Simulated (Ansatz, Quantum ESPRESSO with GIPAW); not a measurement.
# KMgF3: NMR parameters from first principles

What would the 19F NMR spectrum of KMgF3 look like, and which site gives which line?

Calculated with Quantum ESPRESSO with GIPAW 8.0dev (patched build); DFT, PBE, plane-wave PAW (pslibrary 1.0.0 recipes), scalar-relativistic, GIPAW; a patched development version of the program.

### 1. Set-up

It takes space group Pm-3m (No. 221, cubic). Conventional cell: a = 3.986 Å, b = 3.986 Å, c = 3.986 Å, α = 90.00°, β = 90.00°, γ = 90.00°. Nearest to K lie 12 F at 2.82 Å. Nearest to Mg lie 6 F at 1.99 Å. F has 2 Mg at 1.99 Å and 4 K at 2.82 Å nearest. Farther neighbours and most contacts between anions are not listed.

Structure file:

```cif
data_structure
_symmetry_space_group_name_H-M 'Pm-3m'
_symmetry_Int_Tables_number 221
_cell_length_a 3.9859
_cell_length_b 3.9859
_cell_length_c 3.9859
_cell_angle_alpha 90.000
_cell_angle_beta 90.000
_cell_angle_gamma 90.000
_cell_volume 63.33
loop_
_atom_site_label
_atom_site_type_symbol
_atom_site_symmetry_multiplicity
_atom_site_Wyckoff_symbol
_atom_site_fract_x
_atom_site_fract_y
_atom_site_fract_z
_atom_site_occupancy
K1 K 1 b 0.50000 0.50000 0.50000 1
Mg1 Mg 1 a 0.00000 0.00000 0.00000 1
F1 F 3 d 0.00000 0.00000 0.50000 1
```

The cell is an entry of the Crystallography Open Database; it need not be the form that is stable at ambient conditions.

### 2. The SCF step

The shielding is a linear response of the occupied states, which this run provides. It is converged far beyond what an energy needs, since the response uses the wavefunctions themselves. No empty states are asked for: the response is solved without them. The mesh has a spacing of 0.40 Å⁻¹ at most. The PAW files were made with ld1.x from the pslibrary 1.0.0 recipes, with GIPAW reconstruction switched on (the recipe of F slightly mended, as the packaged one fails to give a sound file).

File scf.in:

```
&control
  calculation = 'scf'
  prefix = 'x'
  outdir = './tmp/'
  pseudo_dir = './'
/
&system
  ibrav = 0
  nat = 5
  ntyp = 3
  ecutwfc = 65
  ecutrho = 390
  nbnd = 20
/
&electrons
  conv_thr = 1.0d-10
  mixing_beta = 0.7
  electron_maxstep = 100
/
ATOMIC_SPECIES
  K 39.098 K.pbe-spn-kjpaw_psl.1.0.0-gipaw.UPF
  Mg 24.305 Mg.pbe-spnl-kjpaw_psl.1.0.0-gipaw.UPF
  F 18.998 F.pbe-n-kjpaw_psl.1.0.0-gipaw.UPF
CELL_PARAMETERS angstrom
  3.98590000 0.00000000 0.00000000
  0.00000000 3.98590000 0.00000000
  0.00000000 0.00000000 3.98590000
ATOMIC_POSITIONS crystal
  K 0.50000000 0.50000000 0.50000000
  Mg 0.00000000 0.00000000 0.00000000
  F 0.00000000 0.00000000 0.50000000
  F 0.00000000 0.50000000 0.00000000
  F 0.50000000 0.00000000 0.00000000
K_POINTS automatic
  4 4 4 1 1 1
```

Launch:

```
$ mpirun -np 4 pw.x -nk 4 -in scf.in > scf.out
```

What it wrote:

```text
using ibrav=0 with symmetry is DISCOURAGED, use correct ibrav instead

     bravais-lattice index     =            0
     lattice parameter (alat)  =       7.5323  a.u.
     unit-cell volume          =     427.3422 (a.u.)^3
     number of atoms/cell      =            5
     number of atomic types    =            3
     number of electrons       =        40.00
     number of Kohn-Sham states=           20
     kinetic-energy cutoff     =      65.0000  Ry
     charge density cutoff     =     390.0000  Ry
     scf convergence threshold =      1.0E-10
     mixing beta               =       0.7000
     number of iterations used =            8  plain     mixing
     Exchange-correlation= SLA-PW-PBX-PBC
                           (   1   4   3   4   0   0   0)
[...]
K                 9.00    39.09800     K ( 1.00)
     Mg               10.00    24.30500     Mg( 1.00)
     F                 7.00    18.99800     F ( 1.00)

     48 Sym. Ops., with inversion, found
[...]
number of k points=     4
[...]
Dense  grid:    55515 G-vectors     FFT dimensions: (  48,  48,  48)

     Smooth grid:    30215 G-vectors     FFT dimensions: (  40,  40,  40)

     Check: negative core charge=   -0.000011

     Initial potential from superposition of free atoms

     starting charge      39.9803, renormalised to      40.0000
     Starting wfcs are   25 randomized atomic wfcs

     Self-consistent Calculation

     iteration #  1     ecut=    65.00 Ry     beta= 0.70
     Davidson diagonalization with overlap
     ethr =  1.00E-02,  avg # of iterations =  2.0

     total energy              =    -432.96357153 Ry
     estimated scf accuracy    <       0.56345715 Ry

     iteration #  2     ecut=    65.00 Ry     beta= 0.70
     Davidson diagonalization with overlap
     ethr =  1.41E-03,  avg # of iterations =  3.5

     total energy              =    -433.13792050 Ry
     estimated scf accuracy    <       0.50962672 Ry

     iteration #  3     ecut=    65.00 Ry     beta= 0.70
     Davidson diagonalization with overlap
     ethr =  1.27E-03,  avg # of iterations =  2.0

     total energy              =    -433.23206472 Ry
     estimated scf accuracy    <       0.00267462 Ry

[...]
total energy              =    -433.23400521 Ry
[...]
iteration #  9     ecut=    65.00 Ry     beta= 0.70
     Davidson diagonalization with overlap
     ethr =  1.25E-11,  avg # of iterations =  4.0

     total energy              =    -433.23400522 Ry
     estimated scf accuracy    <          2.0E-09 Ry

     iteration # 10     ecut=    65.00 Ry     beta= 0.70
     Davidson diagonalization with overlap
     ethr =  4.98E-12,  avg # of iterations =  2.0

     End of self-consistent calculation
     [one-electron energies left out]

!    total energy              =    -433.23400522 Ry
     total all-electron energy =     -2204.981146 Ry
     estimated scf accuracy    <          3.3E-11 Ry

     The total energy is the sum of the following terms:
     one-electron contribution =    -179.73793320 Ry
     hartree contribution      =     108.53791846 Ry
     xc contribution           =     -58.10243154 Ry
     ewald contribution        =    -200.03667069 Ry
     one-center paw contrib.   =    -103.89488825 Ry

     convergence has been achieved in  10 iterations
[...]
JOB DONE.
```

Wall time 7.8 s (4 MPI ranks of Arm Neoverse V1, shared host); peak memory 0.59 GiB; 31 s of CPU time.

It converged in 10 cycles to an estimated accuracy of 3e-11 Ry, on 4 irreducible k-points.

### 3. Shieldings

The job finds the current that a weak uniform field induces (applied as a long wave, q_gipaw) and the field that this current makes at each nucleus. On atoms with p or d valence electrons much of the paramagnetic part arises close to the nucleus, where the PAW partial waves rebuild the true states. pawproj makes the reconstruction use the PAW data sets' own projectors.

File nmr.in:

```
&inputgipaw
  job = 'nmr'
  prefix = 'x'
  tmp_dir = './tmp/'
  restart_mode = 'from_scratch'
  verbosity = 'low'
  q_gipaw = 0.01
  spline_ps = .true.
  conv_threshold = 1.0d-11
  use_nmr_macroscopic_shape = .false.
  pawproj(1) = .true.
  pawproj(2) = .true.
  pawproj(3) = .true.
/
```

Launch:

```
$ mpirun -np 4 gipaw.x -in nmr.in > nmr.out
```

What it wrote:

```text
[banner, memory and clock lines left out]
[a note of our patched build left out]

     Parallelizing q-star over 1 images

     IMPORTANT: XC functional enforced from input :
     Exchange-correlation= PBE
                           (   1   4   3   4   0   0   0)
     Any further DFT definition will be discarded
     Please, verify this is what you really want

     Check: negative core charge=   -0.000011
[...]
projs nearly linearly dependent: l=0  n1,n2= 1, 2  s=  0.99585241
[...]
alpha_pv=    141.3537 eV

     spline_ps is .false., expect some extrapolation errors

     q-space interpolation up to    78.00 Rydberg

     GIPAW job: nmr
     NMR macroscopic correction: no
[...]
Computing the magnetic susceptibility     isolve=0    ethr=  0.1000E-10
     Starting from scratch
     k-point #    1 of     4      pool #  1    cpu time:       1.0
[...]
End of magnetic susceptibility calculation

     f-sum rule (1st term):
           -32.9594          0.0000          0.0000
             0.0000        -32.9594          0.0000
             0.0000          0.0000        -32.9594

     f-sum rule (2nd term):
            -1.3029          0.0000          0.0000
             0.0000         -1.3029          0.0000
             0.0000          0.0000         -1.3029

     f-sum rule (should be   -34.2595):
           -34.2624          0.0000          0.0000
             0.0000        -34.2624          0.0000
             0.0000          0.0000        -34.2624

[... susceptibilities left out ...]
     Contributions to the NMR chemical shifts: -------------------------------

     Macroscopic shape contribution in ppm:                    0.00
             0.0000          0.0000          0.0000
             0.0000          0.0000          0.0000
             0.0000          0.0000          0.0000

     Core contribution in ppm:

     Atom  1  K   pos: (  0.500000  0.500000  0.500000)  core sigma:        1193.41
     Atom  2  Mg  pos: (  0.000000  0.000000  0.000000)  core sigma:         412.82
     Atom  3  F   pos: (  0.000000  0.000000  0.500000)  core sigma:         306.42
     Atom  4  F   pos: (  0.000000  0.500000  0.000000)  core sigma:         306.42
     Atom  5  F   pos: (  0.500000  0.000000  0.000000)  core sigma:         306.42

     Bare contribution in ppm:

     Atom  1  K   pos: (  0.500000  0.500000  0.500000)  bare sigma:         119.03
[...]
Atom  2  Mg  pos: (  0.000000  0.000000  0.000000)  bare sigma:          93.96
[...]
Atom  3  F   pos: (  0.000000  0.000000  0.500000)  bare sigma:          96.77
[...]
Atom  4  F   pos: (  0.000000  0.500000  0.000000)  bare sigma:          96.77
[...]
Atom  5  F   pos: (  0.500000  0.000000  0.000000)  bare sigma:          96.77
[...]
Diamagnetic contribution in ppm:

     Atom  1  K   pos: (  0.500000  0.500000  0.500000)  dia sigma:          -4.07
[...]
Atom  2  Mg  pos: (  0.000000  0.000000  0.000000)  dia sigma:         169.91
[...]
Atom  3  F   pos: (  0.000000  0.000000  0.500000)  dia sigma:          43.36
[...]
Atom  4  F   pos: (  0.000000  0.500000  0.000000)  dia sigma:          43.36
[...]
Atom  5  F   pos: (  0.500000  0.000000  0.000000)  dia sigma:          43.36
[...]
Paramagnetic contribution in ppm:

     Atom  1  K   pos: (  0.500000  0.500000  0.500000)  para sigma:        -226.23
[...]
Atom  2  Mg  pos: (  0.000000  0.000000  0.000000)  para sigma:         247.64
[...]
Atom  3  F   pos: (  0.000000  0.000000  0.500000)  para sigma:         189.39
[...]
Atom  4  F   pos: (  0.000000  0.500000  0.000000)  para sigma:         189.39
[...]
Atom  5  F   pos: (  0.500000  0.000000  0.000000)  para sigma:         189.39
[...]
Paramagnetic US occ-occ contribution in ppm:

     Atom  1  K   pos: (  0.500000  0.500000  0.500000)  para_oo sigma:          -1.17
[...]
Atom  2  Mg  pos: (  0.000000  0.000000  0.000000)  para_oo sigma:          -1.97
[...]
Atom  3  F   pos: (  0.000000  0.000000  0.500000)  para_oo sigma:          -1.63
[...]
Atom  4  F   pos: (  0.000000  0.500000  0.000000)  para_oo sigma:          -1.63
[...]
Atom  5  F   pos: (  0.500000  0.000000  0.000000)  para_oo sigma:          -1.63
[...]
Paramagnetic US L_R Q_R contribution in ppm:

     Atom  1  K   pos: (  0.500000  0.500000  0.500000)  para_lq sigma:         104.43
[...]
Atom  2  Mg  pos: (  0.000000  0.000000  0.000000)  para_lq sigma:        -361.74
[...]
Atom  3  F   pos: (  0.000000  0.000000  0.500000)  para_lq sigma:        -300.69
[...]
Atom  4  F   pos: (  0.000000  0.500000  0.000000)  para_lq sigma:        -300.69
[...]
Atom  5  F   pos: (  0.500000  0.000000  0.000000)  para_lq sigma:        -300.69
[...]
Total NMR chemical shifts in ppm: ---------------------------------------
     (adopting the Simpson convention for anisotropy and asymmetry)-----------

     Atom  1  K   pos: (  0.500000  0.500000  0.500000)  Total sigma:        1185.41
          1185.4122         -0.0000          0.0000
            -0.0000       1185.4122         -0.0000
            -0.0000         -0.0000       1185.4122

     K       1    anisotropy:      0.00    eta:    0.0000
[...]
Atom  2  Mg  pos: (  0.000000  0.000000  0.000000)  Total sigma:         560.62
           560.6211         -0.0000         -0.0000
            -0.0000        560.6211          0.0000
             0.0000          0.0000        560.6211

     Mg      2    anisotropy:      0.00    eta:    0.0000
[...]
Atom  3  F   pos: (  0.000000  0.000000  0.500000)  Total sigma:         333.62
           331.6597         -0.0000         -0.0000
            -0.0000        331.6597         -0.0000
            -0.0000         -0.0000        337.5350

     F       3    anisotropy:      5.88    eta:    0.0000
[...]
Atom  4  F   pos: (  0.000000  0.500000  0.000000)  Total sigma:         333.62
[... its tensor is left out ...]
     Atom  5  F   pos: (  0.500000  0.000000  0.000000)  Total sigma:         333.62
[... its tensor is left out ...]
```

The job ended after 37 s (4 MPI ranks; peak memory 0.37 GiB).

The f-sum rule is met to 0.0029 of 34.3 (0.008 %). Converged shieldings require that this miss be small, but a small miss does not prove them.

From the symmetric part of each tensor, with principal values σ11 ≤ σ22 ≤ σ33: σ_iso is their mean, the span is σ33 − σ11 and the skew 3(σ_iso − σ22)/span. (gipaw.x prints an anisotropy in another convention.)

| site | atom no. | atoms in cell | σ_iso (ppm) | span (ppm) | skew |
| --- | --- | --- | --- | --- | --- |
| K | 1 | 1 | 1185.4 | 0.0 | - |
| Mg | 2 | 1 | 560.6 | 0.0 | - |
| F | 3 | 3 | 333.6 | 5.9 | 1.00 |

The macroscopic shape term is switched off. For a spherical sample the valence susceptibility of this run would add about 9 ppm to every site, a rough estimate, since the susceptibility converges slowly and lacks part of the PAW terms. Differences within the crystal don't depend on it, but shieldings of different compounds can't be compared to better than a few ppm without it.

K and Mg sit on cubic site symmetry, where the tensor must be isotropic. An axis of order three or more runs through F, so two principal values coincide and the skew is ±1. In this run the largest span is that of F (site symmetry 4/mmm), with principal values 331.7, 331.7 and 337.5 ppm.

How the isotropic values are made up (ppm). The core part is that of the free atom's core; bare is the current of the smooth valence states; the last two are what the PAW spheres add to the diamagnetic and the paramagnetic current:

| site | core | bare | reconstruction, dia | reconstruction, para |
| --- | --- | --- | --- | --- |
| K | 1193.4 | 119.0 | -4.1 | -123.0 |
| Mg | 412.8 | 94.0 | 169.9 | -116.1 |
| F | 306.4 | 96.8 | 43.4 | -112.9 |

The quadrupolar nuclei (25Mg and 39K) sit on sites where the field gradient vanishes by symmetry, so they have no quadrupolar coupling.

### 4. NMR parameters by site

Spectra are read against a reference compound, and shifts rise as shieldings fall. A slope other than one corrects for the functional's tendency to overstate or understate differences of shielding.

To turn shieldings into shifts, lines fitted to measured solids are used. 19F: δ = (115.5 − σ) / 1.179, zero at CFCl3, fitted to 7 measured values, from BaF2, CdF2, KF, LiF, MgF2, NaF and ZnF2, with a scatter of 6.5 ppm r.m.s. (CaF2 fall off this line, as semilocal functionals put their cations' empty d or f shells too low, and are left out), on σ without the shape term. Kinds of site that fitted badly were split off after the misses were seen, so the scatter is that of the points kept.

Covalently bonded atoms count as neighbours within 1.18 times the sum of their radii. Otherwise a cation's neighbours lie within 1.2 times its shortest bond (1.3 for large cations, each anion's radius taken off where they differ), and an anion's are the cations that count it.

| site | atom no. | atoms in cell | surroundings | bonds (Å) | δ_iso (ppm) |
| --- | --- | --- | --- | --- | --- |
| K | 1 | 1 | KF12 | 2.818 | - |
| Mg | 2 | 1 | MgF6 | 1.993 | - |
| F | 3 | 3 | bound to Mg2K4 | 1.99 to 2.82 | -185.0 |

Simulated spectrum, 19F MAS at 60 kHz, 9.4 T (376.7 MHz), lines broadened by 2 ppm; rigid lattice, with dipolar and J couplings left out: a single narrow line at -185.0 ppm.

### 5. What the settings change

Each row names what was changed: another mesh tests the sampling of the zone; non-relativistic files show the scalar-relativistic share; another functional shows how far the paramagnetic term hangs on the exchange-correlation form.

Changes of σ_iso (ppm) against the run above (PBE, cutoffs 65 and 390 Ry, mesh 4×4×4, 3 min). Times are CPU times of pw.x and gipaw.x together, on 4 MPI ranks of Arm Neoverse V1, shared host; on a shared host they are rough.

| run | CPU time | f-sum miss | K | Mg | F |
| --- | --- | --- | --- | --- | --- |
| mesh 5×5×5 | 6.4 min | 0.0030 | -0.1 | -0.0 | -0.2 |
| non-relativistic files | 3.1 min | 0.0029 | -6.8 | -0.8 | -0.4 |
| PBEsol | 3.1 min | 0.0026 | -9.2 | -4.3 | -7.5 |
| Wu-Cohen | 3.1 min | 0.0027 | -6.9 | -2.9 | -5.9 |

The largest move is -9.2 ppm, on K, from PBEsol.

### 6. A bad input

For contrast, the same job on a spoilt input.

scf.in: that of step 2 with these lines changed.

```diff
@@ -10,4 +10,4 @@
   ntyp = 3
-  ecutwfc = 65
-  ecutrho = 390
+  ecutwfc = 35
+  ecutrho = 70
   nbnd = 20
```

Launch:

```
$ mpirun -np 4 pw.x -nk 4 -in scf.in > scf.out
```

This SCF reached its threshold; then the response:

nmr.in is that of step 3.

Launch:

```
$ mpirun -np 4 gipaw.x -in nmr.in > nmr.out
```

What it wrote:

```text
[banner, memory and clock lines left out]
[a note of our patched build left out]

     Parallelizing q-star over 1 images

     IMPORTANT: XC functional enforced from input :
     Exchange-correlation= PBE
                           (   1   4   3   4   0   0   0)
     Any further DFT definition will be discarded
     Please, verify this is what you really want

     Check: negative core charge=   -0.001068

     negative rho (up, down):  1.038E-03 0.000E+00
[...]
projs nearly linearly dependent: l=0  n1,n2= 1, 2  s=  0.99585241
[...]
alpha_pv=    139.3664 eV

     spline_ps is .false., expect some extrapolation errors

     q-space interpolation up to    42.00 Rydberg

     GIPAW job: nmr
     NMR macroscopic correction: no
[...]
Computing the magnetic susceptibility     isolve=0    ethr=  0.1000E-10
     Starting from scratch
     k-point #    1 of     4      pool #  1    cpu time:       0.6
[...]
End of magnetic susceptibility calculation

     f-sum rule (1st term):
[...]
Atom  3  F   pos: (  0.000000  0.000000  0.500000)  para_lq sigma:        -281.98
[...]
Atom  4  F   pos: (  0.000000  0.500000  0.000000)  para_lq sigma:        -281.98
[...]
Atom  5  F   pos: (  0.500000  0.000000  0.000000)  para_lq sigma:        -281.98
[...]
Total NMR chemical shifts in ppm: ---------------------------------------
     (adopting the Simpson convention for anisotropy and asymmetry)-----------

     Atom  1  K   pos: (  0.500000  0.500000  0.500000)  Total sigma:        1174.21
[...]
K       1    anisotropy:      0.00    eta:    0.0000
[...]
Atom  2  Mg  pos: (  0.000000  0.000000  0.000000)  Total sigma:         524.82
[...]
Mg      2    anisotropy:      0.00    eta:    0.0000
[...]
Atom  3  F   pos: (  0.000000  0.000000  0.500000)  Total sigma:         330.41
[...]
F       3    anisotropy:      3.57    eta:    0.0000
[...]
Atom  4  F   pos: (  0.000000  0.500000  0.000000)  Total sigma:         330.41
[...]
Atom  5  F   pos: (  0.500000  0.000000  0.000000)  Total sigma:         330.41
[...]
```

Elapsed: 13 s, on 4 MPI ranks; peak memory 0.24 GiB; 53 s of CPU time.

The run ends without an error, but the fault (a lowered wave cutoff with a density cutoff of only 2 times it) moves σ_iso of Mg by -35.8 ppm (both without the shape term); the f-sum rule is missed by 0.53 electrons. Its numbers are not to be used. The smooth density needs four times the wave cutoff, and augmentation charges more.

### 7. What came out

* 19F shift: -185.0 ppm
* 25Mg shielding without shape term: 560.6 ppm
* 39K shielding without shape term: 1185.4 ppm

In words: 19F has one site (bound to Mg2K4), with isotropic shift -185.0 ppm. Going to mesh 5×5×5 changes no isotropic shielding by more than 0.17 ppm, so the main run is converged in that respect. A higher cutoff was not carried through on these files. The largest change with the functional is 9.2 ppm in absolute shielding; part of that drops out once each functional has its own reference line. This build of gipaw.x prints that it is not audited and that its numbers are no references by themselves. It also reports spline_ps as false although the input sets it; why was not traced.

[Banner, clock, file and message-heading lines were taken out of the pw.x and gipaw.x logs.]

[Logs are printed without paths, hosts, clocks, repeated set-up lines and the standing remarks that a program may print on its own settings, such as how far it seeks lower states.]

[Hosts, paths, dates, database ids (printed as entryN), source tags and the programs' standing remarks are cut or masked in the printed files.]

[Where no reference line passes its bar on scatter, no shift is given, so a measured shift of this compound may stand uncompared.]
